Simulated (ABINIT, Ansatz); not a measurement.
# La2O3 (P-3m1): G0W0 with ABINIT, start to end

Wanted: ground state, empty states, screening and self-energy for La2O3 (P-3m1).

Method: PBE and many-body steps on it, plane waves, in ABINIT 10.8.3.

**1. The starting structure**

Symmetry: P-3m1, No. 164, trigonal system. The conventional cell has a = 3.931 Å, b = 3.931 Å, c = 6.112 Å, α = 90.00°, β = 90.00°, γ = 120.00°. Nearest to La lie 7 O at 2.36 to 2.72 Å. Nearest to O lie 4 La at 2.36 to 2.44 Å. O has 6 La at 2.72 Å nearest. Farther neighbours and most contacts between anions are not listed.

The cell and positions are those that the Materials Project relaxed with its own functionals (PBE, PBE+U or r2SCAN), kept fixed. Spin-orbit coupling is left out unless a step names it.

**2. Ground state**

This step: ABINIT 10.8.3; DFT, PBE, plane waves, norm-conserving pseudopotentials.

The ground-state density comes first.

run.abi

```
acell 3*1.0 Angstrom
rprim 
  3.930777878010 -0.000000000002 0.000000000000
  -1.965388939003 3.404153498992 0.000000000000
  0.000000000000 0.000000000000 6.111953520000
ntypat 2
znucl 57 8
natom 5
typat 1 1 2 2 2
xred 
  0.666666666667 0.333333333333 0.753764320000
  0.333333333333 0.666666666667 0.246235680000
  0.666666666667 0.333333333333 0.354109350000
  0.333333333333 0.666666666667 0.645890650000
  -0.000000000000 -0.000000000000 0.000000000000
pp_dirpath "pseudos"
pseudos "La.upf, O.upf"
ecut 50
ngkpt 6 6 4
nshiftk 1
shiftk 0 0 0
kptopt 1
chksymbreak 0
nband 26
occopt 1
tolvrs 1e-10
nstep 60
prtwf 0
optforces 0
optstress 0
indata_prefix "in"
outdata_prefix "out"
tmpdata_prefix "tmp"
```

The run is started by

```console
$ OMP_NUM_THREADS=1 mpirun -n 8 abinit run.abi > log
```

Numbers of over 12 decimals in the logs are rounded to 6 here.

What it wrote:

```text
.Version 10.8.3 of ABINIT. v10.8.2 released Aug 2026.

 Symmetries : space group P-3 m 1 (#164); Bravais hP (primitive hexag.)
================================================================================
 Values of the parameters that define the memory need of the present run
     intxc =       0    ionmov =       0      iscf =       7    lmnmax =       8
     lnmax =       8     mgfft =      75  mpssoang =       4    mqgrid =    3677
     natom =       5  nloc_mem =       1    nspden =       1   nspinor =       1
    nsppol =       1      nsym =      12    n1xccc =    2501    ntypat =       2
    occopt =       1   xclevel =       2
-    mband =          26        mffmem =           1         mkmem =           3
       mpw =        9351          nfft =      172800          nkpt =          24
================================================================================
  Rough estimation (10% accuracy) of disk space for files :
================================================================================

--------------------------------------------------------------------------------
------------- Echo of variables that govern the present computation ------------
--------------------------------------------------------------------------------
 -outvars: echo values of preprocessed input variables --------
            acell      1.8897261259E+00  1.8897261259E+00  1.8897261259E+00 Bohr

      chksymbreak           0
             ecut      5.00000000E+01 Hartree
-          fftalg         312

              ixc     -101130
              kpt      0.00000000E+00  0.00000000E+00  0.00000000E+00
                       1.66666667E-01  0.00000000E+00  0.00000000E+00
                       3.33333333E-01  0.00000000E+00  0.00000000E+00
                       5.00000000E-01  0.00000000E+00  0.00000000E+00
                       1.66666667E-01  1.66666667E-01  0.00000000E+00
                       3.33333333E-01  1.66666667E-01  0.00000000E+00
                       3.33333333E-01  3.33333333E-01  0.00000000E+00
                       0.00000000E+00  0.00000000E+00  2.50000000E-01
                       1.66666667E-01  0.00000000E+00  2.50000000E-01
   [... 13 further rows ...]
                       3.33333333E-01  1.66666667E-01  5.00000000E-01
                       3.33333333E-01  3.33333333E-01  5.00000000E-01
         kptrlatt        6    0    0      0    6    0      0    0    4
          kptrlen      4.45685619E+01
P           mkmem           3
            natom           5
            nband          26
            ngfft          48      48      75
             nkpt          24
            nstep          60
             nsym          12
           ntypat           2
              occ      2.000000  2.000000  2.000000  2.000000  2.000000  2.000000
                       2.000000  2.000000  2.000000  2.000000  2.000000  2.000000
                       2.000000  2.000000  2.000000  2.000000  2.000000  2.000000
                       2.000000  2.000000  0.000000  0.000000  0.000000  0.000000
                       0.000000  0.000000
        optforces           0
        optstress           0
            prtwf           0
            rprim      3.9307778780E+00 -2.0000000000E-12  0.0000000000E+00
[...]
spgroup         164

           tolvrs      1.00000000E-10

             xred      6.6666666667E-01  3.3333333333E-01  7.5376432000E-01
[...]
znucl       57.00000    8.00000

================================================================================

 chkinp: Checking input parameters for consistency.

================================================================================
== DATASET  1 ==================================================================
-   mpi_nproc: 8, omp_nthreads: 1 (-1 if OMP is not activated)

--- !DatasetInfo
iteration_state: {dtset: 1, }
dimensions: {natom: 5, nkpt: 24, mband: 26, nsppol: 1, nspinor: 1, nspden: 1, mpw: 9351, }
cutoff_energies: {ecut:  50.0, pawecutdg:  -1.0, }
electrons: {nelect:   4.00000000E+01, charge:   0.00000000E+00, occopt:   1.00000000E+00, tsmear:   1.00000000E-02, }

 Real(R)+Recip(G) space primitive vectors, cartesian coordinates (Bohr,Bohr^-1):
 R(1)=  7.4280937  0.0000000  0.0000000  G(1)=  0.1346240  0.0777252  0.0000000
 R(2)= -3.7140468  6.4329178  0.0000000  G(2)=  0.0000000  0.1554505  0.0000000
 R(3)=  0.0000000  0.0000000 11.5499182  G(3)=  0.0000000  0.0000000  0.0865807
 Unit cell volume ucvol=  5.5190494E+02 bohr^3
 Angles (23,13,12)=  9.00000000E+01  9.00000000E+01  1.20000000E+02 degrees

 getcut: wavevector=  0.0000  0.0000  0.0000  ngfft=  48  48  75
         ecut(hartree)=     50.000   => boxcut(ratio)=   2.01281

--- Pseudopotential description ------------------------------------------------
- La Generated using ONCVPSP code by D. R. Hamann
- 57.00000  11.00000  171031                  znucl, zion, pspdat
12 -101130 3 -1 1812                          pspcod,pspxc,lmax,lloc,mmax
     nproj     2     2     2     2
  pspatm : epsatm=   29.83565565
         --- l  ekb(1:nproj) -->
[...]
pspatm: atomic psp has been read  and splines computed

- O Generated using ONCVPSP code by D. R. Hamann
-  8.00000   6.00000  171031                  znucl, zion, pspdat
12 -101130 2 -1 936                           pspcod,pspxc,lmax,lloc,mmax
     nproj     2     2     1     0
  pspatm : epsatm=    6.19545534
         --- l  ekb(1:nproj) -->
[...]
2   -1.331955
 pspatm: atomic psp has been read  and splines computed

   3.13030709E+03                                ecore*ucvol(ha*bohr**3)
--------------------------------------------------------------------------------

_setup2: Arith. and geom. avg. npw (full set) are    9319.521    9319.510

================================================================================

--- !BeginCycle
iteration_state: {dtset: 1, }
solver: {iscf: 7, nstep: 60, nline: 4, wfoptalg: 0, }
tolerances: {tolvrs: 1.00E-10, }

     iter   Etot(hartree)      deltaE(h)  residm     vres2
 ETOT  1  -119.61477989145    -1.196E+02 9.009E-02 2.892E+03
 ETOT  2  -118.82542689691     7.894E-01 9.612E-02 7.118E+03
 ETOT  3  -120.19126445943    -1.366E+00 1.825E-02 2.306E+01
 ETOT  4  -120.20599440121    -1.473E-02 2.489E-02 3.880E+01
 ETOT  5  -120.20852693606    -2.533E-03 6.975E-03 2.158E+01
 ETOT  6  -120.21082320072    -2.296E-03 1.136E-02 9.390E+00
 ETOT  7  -120.21173230661    -9.091E-04 6.563E-03 2.152E+00
 ETOT  8  -120.21205679069    -3.245E-04 5.405E-03 7.840E-02
 ETOT  9  -120.21208452976    -2.774E-05 7.846E-03 7.666E-03
 ETOT 10  -120.21208739254    -2.863E-06 5.100E-03 2.528E-02
[...]
ETOT 30  -120.21209313541     5.969E-13 3.465E-04 1.353E-08
 ETOT 31  -120.21209313541    -2.942E-12 2.532E-04 3.670E-09
 ETOT 32  -120.21209313542    -8.811E-13 3.326E-04 3.415E-10
 ETOT 33  -120.21209313542     1.990E-13 2.405E-04 1.957E-10
 ETOT 34  -120.21209313541     6.395E-13 3.146E-04 8.091E-11

 At SCF step   34       vres2   =  8.09E-11 < tolvrs=  1.00E-10 =>converged.

--- !ResultsGS
iteration_state: {dtset: 1, }
comment   : Summary of ground state results
lattice_vectors:
- [  7.4280937,  -0.0000000,   0.0000000, ]
- [ -3.7140468,   6.4329178,   0.0000000, ]
- [  0.0000000,   0.0000000,  11.5499182, ]
lattice_lengths: [   7.42809,    7.42809,   11.54992, ]
lattice_angles: [ 90.000,  90.000, 120.000, ] # degrees, (23, 13, 12)
lattice_volume:   5.5190494E+02
convergence: {deltae:  6.395E-13, res2:  8.091E-11, residm:  3.146E-04, diffor:  0.000E+00, }
etotal    :  -1.20212093E+02
entropy   :   0.00000000E+00
fermie    :   2.20796697E-01
cartesian_stress_tensor: null
pressure_GPa: null
xred      :
- [  6.6667E-01,   3.3333E-01,   7.5376E-01, La]
- [  3.3333E-01,   6.6667E-01,   2.4624E-01, La]
- [  6.6667E-01,   3.3333E-01,   3.5411E-01,  O]
- [  3.3333E-01,   6.6667E-01,   6.4589E-01,  O]
- [  1.4803E-16,   1.1102E-16,   2.2204E-16,  O]
cartesian_forces: null
force_length_stats: {min: null, max: null, mean: null, }

 Integrated electronic density in atomic spheres:
 ------------------------------------------------
 Atom  Sphere_radius  Integrated_density
[...]
================================================================================

 ----iterations are completed or convergence reached----

 Mean square residual over all n,k,spin=   61.303E-07; max=  31.464E-05
 reduced coordinates (array xred) for    5 atoms
       0.666666666667      0.333333333333      0.753764320000
       0.333333333333      0.666666666667      0.246235680000
       0.666666666667      0.333333333333      0.354109350000
       0.333333333333      0.666666666667      0.645890650000
       0.000000000000      0.000000000000      0.000000000000
 rms dE/dt=  0.0000E+00; max dE/dt=  0.0000E+00; dE/dt below (all hartree)
    1       0.000000000000      0.000000000000      0.000000000000
    2       0.000000000000      0.000000000000      0.000000000000
    3       0.000000000000      0.000000000000      0.000000000000
    4       0.000000000000      0.000000000000      0.000000000000
    5       0.000000000000      0.000000000000      0.000000000000

 cartesian coordinates (angstrom) at end:
    1      1.965389     1.134718     4.606972
    2      1.33e-12     2.269436     1.504981
    3      1.965389     1.134718     2.164300
    4      1.33e-12     2.269436     3.947654
    5      0.000000     0.000000     0.000000
 length scales=  1.889726125908  1.889726125908  1.889726125908 bohr
              =  1.000000000000  1.000000000000  1.000000000000 angstroms
 prteigrs : about to open file out_EIG
 Fermi (or HOMO) energy (hartree) =   0.22080   Average Vxc (hartree)=  -0.39552
 Eigenvalues (hartree) for nkpt=  24  k points:
 kpt#   1, nband= 26, wtk=  0.00694, kpt=  0.0000  0.0000  0.0000 (reduced coord)
  -0.87491   -0.86597   -0.40039   -0.35391   -0.33776   -0.26738   -0.26738   -0.25881
  -0.25881   -0.25492   -0.22700    0.13349    0.13349    0.14013    0.14013    0.14451
   0.16010    0.20684    0.20684    0.21641    0.37856    0.38890    0.38890    0.41038
   0.41732    0.42309
 prteigrs : prtvol=0 or 1, do not print more k-points.

--- !EnergyTerms
iteration_state     : {dtset: 1, }
comment             : Components of total free energy in Hartree
kinetic             :  5.05470339354419E+01
hartree             :  1.95207821826818E+01
xc                  : -2.94811939406239E+01
Ewald energy        : -9.79164538557401E+01
psp_core            :  5.67182290692993E+00
local_psp           : -6.81249675258808E+01
non_local_psp       : -4.29116838223638E-01
total_energy        : -1.20212093135415E+02
total_energy_eV     : -3.27113769774561E+03
band_energy         : -5.66779389172971E+00

== END DATASET(S) ==============================================================
================================================================================

 -outvars: echo values of variables after computation  --------
           etotal     -1.2021209314E+02
            nband          26
             nkpt          24
          spgroup         164
 [... the other variables as echoed above ...]

 Calculation completed.
```

Elapsed: 46 s, on 8 MPI ranks of AMD EPYC 9R45, shared host; peak memory 1 GiB.

This step gave:

* total energy: -3271.1377 eV
* gap: 3.849 eV
* k of the valence top: 0.5, 0, 0.5
* k of the conduction bottom: 0.5, 0, 0
* least direct gap: 3.982 eV

The gap is indirect, with the least direct gap 0.13 eV higher.

**3. Empty states on the mesh, 3×3×2 mesh, 471 bands**

The sums over transitions need many empty states on a uniform mesh; this step solves for them.

run.abi: that of step 2 with these lines changed.

```diff
@@ -18,3 +18,3 @@
 ecut 50
-ngkpt 6 6 4
+ngkpt 3 3 2
 nshiftk 1
@@ -23,9 +23,10 @@
 chksymbreak 0
-nband 26
-occopt 1
-tolvrs 1e-10
+iscf -2
+irdden 1
+istwfk *1
+nband 471
+nbdbuf 42
+tolwfr 1e-09
 nstep 60
-prtwf 0
-optforces 0
-optstress 0
+prtvol 0
 indata_prefix "in"
```

The run is started by

```console
$ OMP_NUM_THREADS=1 mpirun -n 6 abinit run.abi > log
```

What it wrote:

```text
.Version 10.8.3 of ABINIT. v10.8.2 released Aug 2026.

 Symmetries : space group P-3 m 1 (#164); Bravais hP (primitive hexag.)
[... echo of the input left out ...]
== DATASET  1 ==================================================================
-   mpi_nproc: 6, omp_nthreads: 1 (-1 if OMP is not activated)

--- !DatasetInfo
iteration_state: {dtset: 1, }
dimensions: {natom: 5, nkpt: 6, mband: 471, nsppol: 1, nspinor: 1, nspden: 1, mpw: 9367, }
cutoff_energies: {ecut:  50.0, pawecutdg:  -1.0, }
electrons: {nelect:   4.00000000E+01, charge:   0.00000000E+00, occopt:   1.00000000E+00, tsmear:   1.00000000E-02, }

 Real(R)+Recip(G) space primitive vectors, cartesian coordinates (Bohr,Bohr^-1):
 R(1)=  7.4280937  0.0000000  0.0000000  G(1)=  0.1346240  0.0777252  0.0000000
 R(2)= -3.7140468  6.4329178  0.0000000  G(2)=  0.0000000  0.1554505  0.0000000
 R(3)=  0.0000000  0.0000000 11.5499182  G(3)=  0.0000000  0.0000000  0.0865807
 Unit cell volume ucvol=  5.5190494E+02 bohr^3
 Angles (23,13,12)=  9.00000000E+01  9.00000000E+01  1.20000000E+02 degrees

 getcut: wavevector=  0.0000  0.0000  0.0000  ngfft=  48  48  75
         ecut(hartree)=     50.000   => boxcut(ratio)=   2.01281

--- Pseudopotential description ------------------------------------------------
- La Generated using ONCVPSP code by D. R. Hamann
- 57.00000  11.00000  171031                  znucl, zion, pspdat
12 -101130 3 -1 1812                          pspcod,pspxc,lmax,lloc,mmax
     nproj     2     2     2     2
  pspatm : epsatm=   29.83565565
         --- l  ekb(1:nproj) -->
             0    6.631488    0.621657
             1    6.300998    1.146612
             2    3.569192    0.839626
[...]
pspatm: atomic psp has been read  and splines computed

- O Generated using ONCVPSP code by D. R. Hamann
-  8.00000   6.00000  171031                  znucl, zion, pspdat
12 -101130 2 -1 936                           pspcod,pspxc,lmax,lloc,mmax
     nproj     2     2     1     0
  pspatm : epsatm=    6.19545534
         --- l  ekb(1:nproj) -->
[...]
2   -1.331955
 pspatm: atomic psp has been read  and splines computed

--------------------------------------------------------------------------------

================================================================================
 prteigrs : about to open file out_EIG
 Non-SCF case, kpt    1 (  0.00000  0.00000  0.00000), residuals and eigenvalues=
  4.60E-10  4.29E-10  4.33E-10  5.47E-10  5.41E-10  3.87E-10  7.35E-10  4.34E-10
  8.11E-10  6.24E-10  5.85E-10  4.40E-11  5.19E-11  4.91E-11  7.49E-10  4.00E-11
  4.58E-11  7.89E-11  4.40E-11  5.74E-11  7.68E-11  6.70E-11  5.92E-11  8.93E-11
[...]
1.72E-04  2.55E-04  4.60E-04  1.86E-04  5.88E-04  1.10E-03  1.74E-03
 -8.7491E-01 -8.6597E-01 -4.0039E-01 -3.5391E-01 -3.3776E-01 -2.6738E-01
 -2.6738E-01 -2.5881E-01 -2.5881E-01 -2.5492E-01 -2.2700E-01  1.3349E-01
  1.3349E-01  1.4013E-01  1.4013E-01  1.4451E-01  1.6010E-01  2.0684E-01
[...]
6.2260E+00  6.2410E+00  6.2541E+00  6.2541E+00  6.2684E+00  6.2687E+00
  6.2690E+00  6.2780E+00  6.2788E+00  6.3048E+00  6.3057E+00  6.3391E+00
[...]
prteigrs : prtvol=0 or 1, do not print more k-points.

--- !ResultsGS
iteration_state: {dtset: 1, }
comment   : Summary of ground state results
lattice_vectors:
- [  7.4280937,  -0.0000000,   0.0000000, ]
- [ -3.7140468,   6.4329178,   0.0000000, ]
- [  0.0000000,   0.0000000,  11.5499182, ]
lattice_lengths: [   7.42809,    7.42809,   11.54992, ]
lattice_angles: [ 90.000,  90.000, 120.000, ] # degrees, (23, 13, 12)
lattice_volume:   5.5190494E+02
convergence: {deltae:  0.000E+00, res2:  0.000E+00, residm:  9.964E-10, diffor:  0.000E+00, }
etotal    :  -1.20212093E+02
entropy   :   0.00000000E+00
fermie    :   2.20796697E-01
cartesian_stress_tensor: null
pressure_GPa: null
xred      :
- [  6.6667E-01,   3.3333E-01,   7.5376E-01, La]
- [  3.3333E-01,   6.6667E-01,   2.4624E-01, La]
- [  6.6667E-01,   3.3333E-01,   3.5411E-01,  O]
- [  3.3333E-01,   6.6667E-01,   6.4589E-01,  O]
- [  1.4803E-16,   1.1102E-16,   2.2204E-16,  O]
cartesian_forces: null
force_length_stats: {min: null, max: null, mean: null, }

 Integrated electronic density in atomic spheres:
 ------------------------------------------------
 Atom  Sphere_radius  Integrated_density
[...]
================================================================================

 ----iterations are completed or convergence reached----

 Mean square residual over all n,k,spin=   36.123E-11; max=  99.639E-11
 reduced coordinates (array xred) for    5 atoms
[...]
0.333333333333      0.666666666667      0.645890650000
       0.000000000000      0.000000000000      0.000000000000

 cartesian coordinates (angstrom) at end:
    1      1.965389     1.134718     4.606972
    2      1.33e-12     2.269436     1.504981
    3      1.965389     1.134718     2.164300
    4      1.33e-12     2.269436     3.947654
    5      0.000000     0.000000     0.000000
 length scales=  1.889726125908  1.889726125908  1.889726125908 bohr
              =  1.000000000000  1.000000000000  1.000000000000 angstroms
 prteigrs : about to open file out_EIG
 Eigenvalues (hartree) for nkpt=   6  k points:
 kpt#   1, nband=471, wtk=  0.05556, kpt=  0.0000  0.0000  0.0000 (reduced coord)
[...]
6.13694    6.16686    6.16686    6.18255    6.18255    6.19925    6.22132    6.22603
   6.22604    6.24099    6.25413    6.25414    6.26841    6.26867    6.26901    6.27797
   6.27884    6.30481    6.30567    6.33906    6.34152    6.34284    6.35523
 prteigrs : prtvol=0 or 1, do not print more k-points.

== END DATASET(S) ==============================================================
================================================================================

 -outvars: echo values of variables after computation  --------
            nband         471
             nkpt           6
          spgroup         164
 [... the other variables as echoed above ...]

 Calculation completed.
```

Wall time 4 min (6 MPI ranks); peak memory 1 GiB.

Numbers from this step:

```yaml
gap: 3.940 eV
k_of_the_valence_top: 0.3333, 0, 0.5
k_of_the_conduction_bottom: 0.3333, 0.3333, 0
least_direct_gap: 3.982 eV
k_points_computed: 6
lowest_point_of_the_top_converged_band_above_the_valence_top: 154.9610 eV
```

On this mesh the gap is 3.940 eV. The earlier step found 3.849 eV, so this mesh misses an edge.

[end of part 1 of 2]

[Paths, hosts, dates, memory and timing lines, banners, echoed tables and standing remarks are left out of the program output.]

[Logs are printed without paths, hosts, clocks, repeated set-up lines and the standing remarks that a program may print on its own settings, such as how far it seeks lower states.]

[Runs of the session that timed out or met a known fault of the program may be left out.]

[Hosts, paths, dates, database ids (printed as entryN), source tags and the programs' standing remarks are cut or masked in the printed files.]

[G0W0 gaps are taken among the corrected bands and points alone; a level outside them can change the order at an edge.]

[Where Ansatz stands beside ABINIT at settings called matched, ABINIT's density can come from a denser mesh and the files from another edition; pairs whose starting gaps differed by over 0.03 eV were left out, so agreement reads better than it is.]
